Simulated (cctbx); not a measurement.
# A crystallographic session in cctbx: Ho2ZnSb4

Library: cctbx 2025.11.

## 1. Energy scan

run.py:

```python
from cctbx import adptbx, crystal, miller, xray
from cctbx.array_family import flex
from cctbx.eltbx import sasaki

cs = crystal.symmetry(unit_cell=(4.371, 4.371, 9.994, 90, 90, 90), space_group_symbol='Hall: P -4 -2')  # P-4m2
atoms = [  # label, site, U (iso, or U11 U22 U33 U12 U13 U23 in A^2), occupancy
    ("Ho1", (0, 0.5, 0.2521), 0.0069, 1),
    ("Sb1", (0, 0, 0.5), 0.0082, 1),
    ("Sb2", (0.5, 0.5, 0.5), 0.0092, 1),
    ("Sb3", (0, 0.5, 0.8576), 0.0083, 1),
    ("Zn1", (0.5, 0.5, 0), 0.0097, 1),
]
xs = xray.structure(crystal_symmetry=cs)
for label, site, u, occ in atoms:
    u = adptbx.u_cif_as_u_star(cs.unit_cell(), u) if isinstance(u, tuple) else u
    xs.add_scatterer(xray.scatterer(label, site=site, u=u, occupancy=occ))
hkl = [(0, 0, 2), (0, 1, 4), (0, 1, 0), (1, 1, 3)]
ms = miller.set(cs, flex.miller_index(hkl + [tuple(-v for v in h) for h in hkl]), anomalous_flag=True)
print("E (eV)    f'(Ho)   f''   " + "".join("%16s" % ("|F|" + " ".join(map(str, h))) for h in hkl))
for e in [7471, 7821, 7951, 8011, 8041, 8056, 8063, 8067, 8075, 8079, 8086, 8101, 8131, 8221, 8471]:
    xs.set_inelastic_form_factors(12398.42 / e, "sasaki")
    t = sasaki.table("Ho").at_ev(e)
    f = flex.abs(ms.structure_factors_from_scatterers(xs, algorithm="direct").f_calc().data())
    n = len(hkl)
    print("%7.0f %7.2f %6.2f  " % (e, t.fp(), t.fdp()) + "".join("%9.1f/%6.1f" % (f[k], f[k + n]) for k in range(n)))
```

```console
$ python run.py
```

```text
E (eV)    f'(Ho)   f''           |F|0 0 2        |F|0 1 4        |F|0 1 0        |F|1 1 3
   7471   -8.42   4.18        9.0/   9.0     39.9/  44.5     25.8/  25.8     10.2/  10.2
   7821  -10.33   3.88        5.4/   5.4     39.9/  44.1     25.6/  25.6     10.1/  10.1
   7951  -11.91   3.78        3.0/   3.0     39.7/  43.9     25.6/  25.6     10.2/  10.2
   8011  -13.37   3.73        2.8/   2.8     39.6/  43.7     25.5/  25.5     10.3/  10.3
   8041  -14.84   3.71        4.9/   4.9     39.5/  43.6     25.5/  25.5     10.4/  10.4
   8056  -16.30   3.70        7.6/   7.6     39.4/  43.4     25.5/  25.5     10.5/  10.5
   8063  -17.60   3.69       10.0/  10.0     39.2/  43.3     25.5/  25.5     10.6/  10.6
   8067  -18.96   3.69       12.7/  12.7     39.1/  43.2     25.5/  25.5     10.7/  10.7
   8075  -19.64  10.58       17.8/  17.8     38.8/  43.6     25.5/  25.5     10.8/  10.8
   8079  -17.92  10.57       15.3/  15.3     38.9/  43.7     25.5/  25.5     10.6/  10.6
   8086  -16.44  10.55       13.4/  13.4     39.1/  43.8     25.5/  25.5     10.5/  10.5
   8101  -14.85  10.50       11.9/  11.9     39.2/  43.9     25.5/  25.5     10.4/  10.4
   8131  -13.28  10.41       11.1/  11.1     39.4/  44.0     25.5/  25.5     10.2/  10.2
   8221  -11.30  10.14       11.0/  11.0     39.6/  44.1     25.4/  25.4     10.0/  10.0
   8471   -9.60   9.53       11.8/  11.8     39.8/  44.1     25.3/  25.3      9.7/   9.7
```

It took 0.28 s on 1 thread of Arm Neoverse V2, with other jobs on the host, peak memory 0.07 GiB.

[Logs are printed without paths, hosts, clocks, repeated set-up lines and the standing remarks that a program may print on its own settings, such as how far it seeks lower states.]
